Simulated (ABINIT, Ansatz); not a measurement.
## SiO2 (Quartz): one start, several treatments of the self-energy

How much does the gap of SiO2 (Quartz) depend on the approximation to the self-energy?

Calculated with ABINIT 10.8.3; LDA and many-body steps on it, plane waves.

Most raw output is cut from this account.

### 1. Set-up

It takes space group P3_121 (No. 152, trigonal). Conventional cell: a = 4.916 Å, b = 4.916 Å, c = 5.409 Å, α = 90.00°, β = 90.00°, γ = 120.00°. Si has 4 O at 1.61 Å nearest. O has 2 Si at 1.61 Å nearest. Farther neighbours and most contacts between anions are not listed.

The cell and positions come from the Crystallography Open Database and are kept as given unless a step says otherwise.

### 2. Empty states on the mesh, 3×3×4 mesh, 731 bands

This step: ABINIT 10.8.3; DFT, LDA, plane waves, norm-conserving pseudopotentials.

The sums over transitions need many empty states on a uniform mesh; this step solves for them.

The input, run.abi:

```
acell 3*1.0 Angstrom
rprim 
  4.915799999986 0.000000000003 0.000000000000
  -2.457899999996 4.257207679910 0.000000000000
  0.000000000000 0.000000000000 5.409100000000
ntypat 2
znucl 14 8
natom 9
typat 1 1 1 2 2 2 2 2 2
xred 
  0.530300000000 0.000000000000 0.333333333333
  0.000000000000 0.530300000000 0.666666666667
  0.469700000000 0.469700000000 -0.000000000000
  0.146200000000 0.414200000000 0.881000000000
  0.585800000000 0.732000000000 0.214333333333
  0.268000000000 0.853800000000 0.547666666667
  0.414200000000 0.146200000000 0.119000000000
  0.732000000000 0.585800000000 0.785666666667
  0.853800000000 0.268000000000 0.452333333333
pp_dirpath "pseudos"
pseudos "Si.upf, O.upf"
ecut 36
ngkpt 3 3 4
nshiftk 1
shiftk 0 0 0
kptopt 1
chksymbreak 0
iscf -2
irdden 1
istwfk *1
nband 731
nbdbuf 66
tolwfr 1e-09
nstep 60
prtvol 0
indata_prefix "in"
outdata_prefix "out"
tmpdata_prefix "tmp"
```

Run with:

```console
$ OMP_NUM_THREADS=1 mpirun -n 10 abinit run.abi > log
```

It took 12 min on 10 MPI ranks of Arm Neoverse V1, shared host; peak memory 2.1 GiB.

This step gave:

```yaml
gap: 5.801 eV
k_of_the_valence_top: 0.3333, 0.3333, 0
k_of_the_conduction_bottom: 0, 0, 0
least_direct_gap: 6.126 eV
k_points_computed: 10
lowest_point_of_the_top_converged_band_above_the_valence_top: 174.4625 eV
```

On this mesh the gap is 5.801 eV.

The density comes from a self-consistent run that is not shown.

### 3. Screening, 3×3×4 mesh, 285 bands, screening to 176.9 eV

The RPA dielectric matrix is built and inverted for each q.

This step: RPA screening on LDA, plane waves, norm-conserving pseudopotentials.

Edit run.abi of step 2 so:

```diff
@@ -27,10 +27,11 @@
 chksymbreak 0
-iscf -2
-irdden 1
 istwfk *1
-nband 731
-nbdbuf 66
-tolwfr 1e-09
-nstep 60
-prtvol 0
+occopt 1
+irdwfk 1
+optdriver 3
+nband 285
+ecuteps 6.5
+inclvkb 2
+awtr 1
+symchi 1
 indata_prefix "in"
```

Run with:

```console
$ OMP_NUM_THREADS=1 mpirun -n 16 abinit run.abi > log
```

Wall time 4.2 min (16 MPI ranks); peak memory 9.1 GiB; 67 min of CPU time.

Numbers from this step:

| Quantity | Value |
| --- | --- |
| ε∞ with local fields, on this mesh, along the program's q direction | 2.383 |
| the same without local fields | 2.603 |
| plasma frequency | 24.18 eV |
| plane waves in the screening matrix | 575 |

Local fields lower ε∞ by 8 %. On a Γ-centred mesh this coarse the value itself is usually too large, while a short band sum pulls it down.

### 4. G0W0, Godby-Needs plasmon pole

The self-energy is evaluated for the states that the input lists, and the levels follow from it, in one-shot runs by the linearised quasiparticle equation.

This step: G0W0 on LDA, plane waves, norm-conserving pseudopotentials.

Edit run.abi of step 3 so:

```diff
@@ -30,8 +30,17 @@
 irdwfk 1
-optdriver 3
+optdriver 4
 nband 285
+gwcalctyp 0
+ecutsigx 36
+symsigma 1
+nkptgw 2
+kptgw 
+  0.3333333333 0.3333333333 0.0000000000
+  0.0000000000 0.0000000000 0.0000000000
+bdgw 
+  22 26
+  23 27
 ecuteps 6.5
-inclvkb 2
-awtr 1
-symchi 1
+irdscr 1
+ppmodel 1
 indata_prefix "in"
```

Wall time 37 s (16 MPI ranks); peak memory 7.7 GiB.

This step gave:

```yaml
g0w0_gap_on_the_points_computed: 8.847 eV
starting_gap_on_the_mesh: 5.801 eV
k_of_the_valence_top: 0.3333, 0.3333, 0
k_of_the_conduction_bottom: 0, 0, 0
z_at_the_valence_top: 0.813
z_at_the_conduction_bottom: 0.867
least_direct_g0w0_gap_on_the_computed_points: 9.219 eV
```

The gap on the mesh goes from 5.80 eV to 8.85 eV, a correction of +3.05 eV.

### 5. G0W0, Engel-Farid plasmon pole

Edit run.abi of step 4 so:

```diff
@@ -44,3 +44,3 @@
 irdscr 1
-ppmodel 1
+ppmodel 4
 indata_prefix "in"
```

Wall time 31 s (16 MPI ranks); peak memory 6.1 GiB.

Numbers from this step:

```yaml
g0w0_gap_on_the_points_computed: 8.966 eV
starting_gap_on_the_mesh: 5.801 eV
k_of_the_valence_top: 0.3333, 0.3333, 0
k_of_the_conduction_bottom: 0, 0, 0
z_at_the_valence_top: 0.827
z_at_the_conduction_bottom: 0.879
least_direct_g0w0_gap_on_the_computed_points: 9.341 eV
```

Against G0W0 in ABINIT (3×3×4 mesh, 285 bands, screening to 176.9 eV, Godby-Needs plasmon pole), the gap moves by +0.119 eV.

### 6. G0W0, von der Linden-Horsch plasmon pole

Edit run.abi of step 5 so:

```diff
@@ -44,3 +44,3 @@
 irdscr 1
-ppmodel 4
+ppmodel 3
 indata_prefix "in"
```

Run time: 29 s. Hardware: 16 MPI ranks; peak memory 6.1 GiB.

Numbers from this step:

```
G0W0 gap on the points computed              : 9.072 eV
starting gap on the mesh                     : 5.801 eV
k of the valence top                         : 0.3333, 0.3333, 0
k of the conduction bottom                   : 0, 0, 0
least direct G0W0 gap on the computed points : 9.471 eV
```

Against G0W0 in ABINIT (3×3×4 mesh, 285 bands, screening to 176.9 eV, Godby-Needs plasmon pole), the gap moves by +0.225 eV.

### 7. One-shot Hartree-Fock

This step: one-shot Hartree-Fock on LDA, plane waves, norm-conserving pseudopotentials.

Edit run.abi of step 6 so:

```diff
@@ -31,4 +31,4 @@
 optdriver 4
-nband 285
-gwcalctyp 0
+nband 28
+gwcalctyp 5
 ecutsigx 36
@@ -42,5 +42,4 @@
   23 27
-ecuteps 6.5
-irdscr 1
-ppmodel 3
+ixc_sigma 40
+fftgw 31
 indata_prefix "in"
```

Run with:

```console
$ OMP_NUM_THREADS=1 mpirun -n 14 abinit run.abi > log
```

Run time: 3.1 s. Hardware: 14 MPI ranks; peak memory 1.5 GiB.

This step gave:

```yaml
quasiparticle_gap_on_the_points_computed: 16.45 eV
starting_gap_on_the_mesh: 5.801 eV
k_of_the_valence_top: 0.3333, 0.3333, 0
k_of_the_conduction_bottom: 0, 0, 0
least_direct_quasiparticle_gap_on_the_computed_points: 16.79 eV
```

Against G0W0 in ABINIT (3×3×4 mesh, 285 bands, screening to 176.9 eV, Godby-Needs plasmon pole), the gap moves by +7.604 eV.

### 8. Screening, 3×3×4 mesh, 285 bands, screening to 176.9 eV

This step: RPA screening on LDA, plane waves, norm-conserving pseudopotentials.

Edit run.abi of step 7 so:

```diff
@@ -30,16 +30,14 @@
 irdwfk 1
-optdriver 4
-nband 28
-gwcalctyp 5
-ecutsigx 36
-symsigma 1
-nkptgw 2
-kptgw 
-  0.3333333333 0.3333333333 0.0000000000
-  0.0000000000 0.0000000000 0.0000000000
-bdgw 
-  22 26
-  23 27
-ixc_sigma 40
-fftgw 31
+optdriver 3
+nband 285
+ecuteps 6.5
+inclvkb 2
+awtr 1
+symchi 1
+gwcalctyp 2
+nfreqre 16
+freqremax 40 eV
+nfreqim 8
+spmeth 1
+nomegasf 120
 indata_prefix "in"
```

Run with:

```console
$ OMP_NUM_THREADS=1 mpirun -n 16 abinit run.abi > log
```

It took 6.9 min on 16 MPI ranks; peak memory 13 GiB.

Numbers from this step:

```
ε∞ with local fields, on this mesh, along the program's q direction : 2.385
the same without local fields                                       : 2.606
plasma frequency                                                    : 24.18 eV
plane waves in the screening matrix                                 : 575
```

### 9. G0W0, contour deformation

This step: G0W0 on LDA, plane waves, norm-conserving pseudopotentials.

Edit run.abi of step 8 so:

```diff
@@ -30,14 +30,17 @@
 irdwfk 1
-optdriver 3
+optdriver 4
 nband 285
+gwcalctyp 2
+ecutsigx 36
+symsigma 1
+nkptgw 2
+kptgw 
+  0.3333333333 0.3333333333 0.0000000000
+  0.0000000000 0.0000000000 0.0000000000
+bdgw 
+  22 26
+  23 27
 ecuteps 6.5
-inclvkb 2
-awtr 1
-symchi 1
-gwcalctyp 2
-nfreqre 16
-freqremax 40 eV
-nfreqim 8
-spmeth 1
-nomegasf 120
+irdscr 1
+gwmem 01
 indata_prefix "in"
```

It took 42 s on 16 MPI ranks; peak memory 6.3 GiB.

This step gave:

```
G0W0 gap on the points computed              : 8.862 eV
starting gap on the mesh                     : 5.801 eV
k of the valence top                         : 0.3333, 0.3333, 0
k of the conduction bottom                   : 0, 0, 0
least direct G0W0 gap on the computed points : 9.227 eV
```

Against G0W0 in ABINIT (3×3×4 mesh, 285 bands, screening to 176.9 eV, Godby-Needs plasmon pole), the gap moves by +0.015 eV.

### 10. Side by side

Times are wall times on the hardware named with each run. The host was busy with other work, so they are no guide to cost. A run's time includes the screening step that it read.

| run | mesh | bands | screening cutoff (eV) | DFT gap (eV) | gap on the mesh (eV) | direct (eV) | ε∞ used | time |
| --- | --- | --- | --- | --- | --- | --- | --- | --- |
| G0W0, Godby-Needs plasmon pole | 3×3×4 | 285 | 176.9 | 5.801 | 8.847 | 9.219 | 2.38 | 4.8 min |
| G0W0, Engel-Farid plasmon pole | 3×3×4 | 285 | 176.9 | 5.801 | 8.966 | 9.341 | 2.38 | 4.7 min |
| G0W0, von der Linden-Horsch plasmon pole | 3×3×4 | 285 | 176.9 | 5.801 | 9.072 | 9.471 | 2.38 | 4.7 min |
| one-shot Hartree-Fock | 3×3×4 | - | - | 5.801 | 16.451 | 16.786 | - | 3.1 s |
| G0W0, contour deformation | 3×3×4 | 285 | 176.9 | 5.801 | 8.862 | 9.227 | 2.39 | 7.6 min |

### 11. What came out

* G0W0, Godby-Needs plasmon pole: 8.847 eV
* G0W0, Engel-Farid plasmon pole: 8.966 eV
* G0W0, von der Linden-Horsch plasmon pole: 9.072 eV
* one-shot Hartree-Fock: 16.451 eV
* G0W0, contour deformation: 8.862 eV
* known limits: not at the basis limit; coarse k mesh

In words: G0W0, Engel-Farid plasmon pole: +0.119 eV against G0W0, Godby-Needs plasmon pole. G0W0, von der Linden-Horsch plasmon pole: +0.225 eV against G0W0, Godby-Needs plasmon pole. One-shot Hartree-Fock: +7.604 eV against G0W0, Godby-Needs plasmon pole. G0W0, contour deformation: +0.015 eV against G0W0, Godby-Needs plasmon pole. Bare exchange alone opens the gap to 16.45 eV; against G0W0, correlation takes back 7.60 eV. Bands and cutoff are finite, so the gap is not at the basis limit. The miss can reach some tenths of an eV and take either sign; the mesh is an error of its own. In the G0W0 runs levels were corrected at 2 k points alone, so a gap called «on the mesh» is the least over those, and an edge elsewhere would be missed. The 3×3×4 mesh is coarse for this cell, which bears on the long-range parts of exchange and screening.

[Paths, hosts, dates, memory and timing lines, banners, echoed tables and standing remarks are left out of the program output.]

[Logs are printed without paths, hosts, clocks, repeated set-up lines and the standing remarks that a program may print on its own settings, such as how far it seeks lower states.]

[Runs of the session that timed out or met a known fault of the program may be left out.]

[Hosts, paths, dates, database ids (printed as entryN), source tags and the programs' standing remarks are cut or masked in the printed files.]

[G0W0 gaps are taken among the corrected bands and points alone; a level outside them can change the order at an edge.]

[Where Ansatz stands beside ABINIT at settings called matched, ABINIT's density can come from a denser mesh and the files from another edition; pairs whose starting gaps differed by over 0.03 eV were left out, so agreement reads better than it is.]
